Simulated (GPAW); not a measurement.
# An Al chain with two Ag atoms in line: transmission at several levels, part 2 of 2

Wanted: the zero-bias transmission of an Al chain with two Ag atoms in line on a ladder of levels, with run times.

GPAW 26.7.0; GPAW LCAO, PAW setups; Landauer transmission from Green's functions with principal layers (ASE), zero bias.

So far, transmission at the Fermi level (one spin): step 2 (GPAW, dzp, PBE, GPAW) 0.0343; step 3 (basis szp(dzp), PBE, GPAW) 0.0237; step 4 (basis sz(dzp), PBE, GPAW) 0.0301; step 5 (RPBE) 0.0340; step 8 (density threshold 1e-06: conv = 1e-06, PBE, GPAW) 0.0342.

### 9. Potential alignment off

Without the shift, lead and junction are matched by their Fermi levels alone.

run.py

```python
import json
import numpy as np
from ase import Atoms
from ase.transport.calculators import TransportCalculator
from gpaw import GPAW, FermiDirac
from gpaw.lcao.tools import get_lcao_hamiltonian
from scipy.linalg import eigh

# The junction with lead layers at both ends, along the third cell vector
device = Atoms(
    ['Al', 'Al', 'Al', 'Al', 'Al', 'Al', 'Ag', 'Ag', 'Al', 'Al', 'Al', 'Al', 'Al', 'Al'],
    positions=[
        [4.50000, 4.50000, 1.20000],
        [4.50000, 4.50000, 3.60000],
        [4.50000, 4.50000, 6.00000],
        [4.50000, 4.50000, 8.40000],
        [4.50000, 4.50000, 10.80000],
        [4.50000, 4.50000, 13.20000],
        [4.50000, 4.50000, 15.70120],
        [4.50000, 4.50000, 18.36120],
        [4.50000, 4.50000, 20.86240],
        [4.50000, 4.50000, 23.26240],
        [4.50000, 4.50000, 25.66240],
        [4.50000, 4.50000, 28.06240],
        [4.50000, 4.50000, 30.46240],
        [4.50000, 4.50000, 32.86240]],
    cell=[[9.0, 0.0, 0.0], [0.0, 9.0, 0.0], [0.0, 0.0, 34.0624]],
    pbc=True)

# One principal layer of the lead: the first 4 atoms of the device
lead = Atoms(
    ['Al', 'Al', 'Al', 'Al'],
    positions=[
        [4.50000, 4.50000, 1.20000],
        [4.50000, 4.50000, 3.60000],
        [4.50000, 4.50000, 6.00000],
        [4.50000, 4.50000, 8.40000]],
    cell=[[9.0, 0.0, 0.0], [0.0, 9.0, 0.0], [0.0, 0.0, 9.6]],
    pbc=True)

settings = dict(mode='lcao', basis='dzp', xc='PBE', h=0.2,
                occupations=FermiDirac(0.1), maxiter=250,
                mixer=dict(beta=0.1, nmaxold=8, weight=100.0),
                convergence=dict(density=0.0001))
energies = np.arange(-2, 2 + 1e-9, 0.05)
eta = 0.0001
n1, n2 = 1, 1
# k and -k transmit alike, so half of the mesh across the current serves
mesh = [(i, j) for i in range(n1) for j in range(n2) if (i, j) <= (-i % n1, -j % n2)]
weights = np.array([1 if (i, j) == (-i % n1, -j % n2) else 2 for i, j in mesh]) / (n1 * n2)

# [... helper functions left out ...]
fermi_lead = ground_state(lead, (1, 1, 12), 'lead.txt')
fermi_device = ground_state(device, (1, 1, 3), 'device.txt')
# [... loop over the mesh left out, but for ...]
        # Lead and device are aligned by their Fermi levels alone
        shift = 0.0
# [...]
kT = 8.617333e-5 * 300
bias = [0.1, 0.2, 0.5, 1.0, 1.5, 2.0]
# [... integrals and printing left out ...]
```

Started as:

```sh
OMP_NUM_THREADS=1 OPENBLAS_NUM_THREADS=1 python run.py
```

The job ended after 55 s (1 thread of Arm Neoverse V2, shared host; peak memory 1.1 GiB).

Numbers from this step:

| Quantity | Value |
| --- | --- |
| conductance | 0.03259 G₀ |
| thermopower | -12.37 μV/K |
| largest coupling past the next principal layer | 1.42e-15 eV |
| largest misfit of the first principal layer | 0.08946 eV |
| shift that aligns the lead | 0 eV |
| transmission at the Fermi level (one spin) | 0.03351 |

One spin. The transmission, zone mean by energy, zero at the Fermi level:

energy (eV), transmission, zone mean and a bar:
```
    -2.00      0.092 ###
    -1.85      0.179 #####
    -1.70      0.409 ############
    -1.60      0.695 #####################
    -1.45      0.993 ##############################
    -1.30      0.046 #
    -1.15      0.000 
    -1.05      0.000 
    -0.90      0.000 
    -0.75      0.000 
    -0.60      0.000 
    -0.50      0.000 
    -0.35      0.001 
    -0.20      0.013 
    -0.05      0.030 #
     0.00      0.034 #
     0.05      0.035 #
     0.20      0.034 #
     0.35      0.031 #
     0.50      0.032 #
     0.60      0.034 #
     0.75      0.041 #
     0.90      0.050 ##
     1.05      0.118 ####
     1.15      0.169 #####
     1.30      0.245 #######
     1.45      0.324 ##########
     1.60      0.409 ############
     1.70      0.471 ##############
     1.85      0.573 #################
     2.00      0.689 #####################
```

Not self-consistent under bias; the bias window is split evenly. The current through one cell, from the zero-bias transmission by bias:

| bias (V) | current through one cell, from the zero-bias transmission (μA) |
| --- | --- |
| 0.100 | 0.250 |
| 0.200 | 0.489 |
| 0.500 | 1.07 |
| 1.000 | 1.72 |
| 1.500 | 2.42 |
| 2.000 | 3.51 |

The transmission of the three most open eigenchannels by energy, zero at the Fermi level:

| energy (eV) | channel 1 | channel 2 | channel 3 |
| --- | --- | --- | --- |
| -2.00 | 0.0924 | 0 | 0 |
| -1.85 | 0.179 | 0 | 0 |
| -1.70 | 0.409 | 0 | 0 |
| -1.60 | 0.695 | 0 | 0 |
| -1.45 | 0.993 | 0 | 0 |
| -1.30 | 0.0460 | 0 | 0 |
| -1.15 | 2.9e-8 | 0 | 0 |
| -1.05 | 1.4e-9 | 0 | 0 |
| -0.90 | 1.4e-10 | 0 | 0 |
| -0.75 | 4.1e-11 | 0 | 0 |
| -0.60 | 2.2e-11 | 0 | 0 |
| -0.50 | 1.8e-11 | 0 | 0 |
| -0.35 | 7.2e-4 | 7.2e-4 | 2.1e-11 |
| -0.20 | 0.00657 | 0.00657 | 4.4e-11 |
| -0.05 | 0.0149 | 0.0149 | 3.8e-10 |
| 0.00 | 0.0168 | 0.0168 | 3.9e-9 |
| 0.05 | 0.0177 | 0.0177 | 2.9e-9 |
| 0.20 | 0.0168 | 0.0168 | 9.0e-11 |
| 0.35 | 0.0155 | 0.0155 | 4.4e-11 |
| 0.50 | 0.0159 | 0.0159 | 4.6e-11 |
| 0.60 | 0.0172 | 0.0172 | 6.6e-11 |
| 0.75 | 0.0204 | 0.0204 | 2.4e-10 |
| 0.90 | 0.0252 | 0.0252 | 1.3e-8 |
| 1.05 | 0.0555 | 0.0315 | 0.0315 |
| 1.15 | 0.0957 | 0.0367 | 0.0367 |
| 1.30 | 0.152 | 0.0464 | 0.0464 |
| 1.45 | 0.205 | 0.0595 | 0.0595 |
| 1.60 | 0.255 | 0.0770 | 0.0770 |
| 1.70 | 0.288 | 0.0918 | 0.0918 |
| 1.85 | 0.334 | 0.120 | 0.120 |
| 2.00 | 0.378 | 0.155 | 0.155 |

The conductance, 0.0326 G₀, lies 1.9 % below that of the dzp run.

### 10. Results

| Item | Value |
| --- | --- |
| conductance | 0.0332 G₀ |
| transmission at the Fermi level, mean of the spins | 0.0343 |
| thermopower | -10.2 μV/K |

In words: In the dzp basis the junction conducts 0.0332 G₀ at 300 K, with T = 0.0343 a spin at the Fermi level; no smaller basis tried comes within 10 % of that conductance. The negative thermopower says that the thermally weighted transmission is larger above the Fermi level, as for electron-like transport. Measured against the first run (dzp), the nearest curve is that of dzp-RPBE (r.m.s. 0.014) and the farthest that of sz (0.26). Over the compared runs wall time goes from 32 s (sz) to 58 s (dzp-RPBE), on a shared host. The geometry was built from estimated bond lengths and not relaxed, so the numbers describe this model structure. An evenly spaced straight chain is an idealisation: free chains tend to dimerise, zigzag or, where a band edge lies near the Fermi level, turn magnetic. The currents use the zero-bias T(E) throughout, which holds only while the bias is small against the distance to the nearest feature. The energy step is wider than the thermal energy, so the conductance and thermopower rest on interpolation of T(E).

[Logs are printed without paths, hosts, clocks, repeated set-up lines and the standing remarks that a program may print on its own settings, such as how far it seeks lower states.]

[Hosts, paths, dates, database ids (printed as entryN), source tags and the programs' standing remarks are cut or masked in the printed files.]
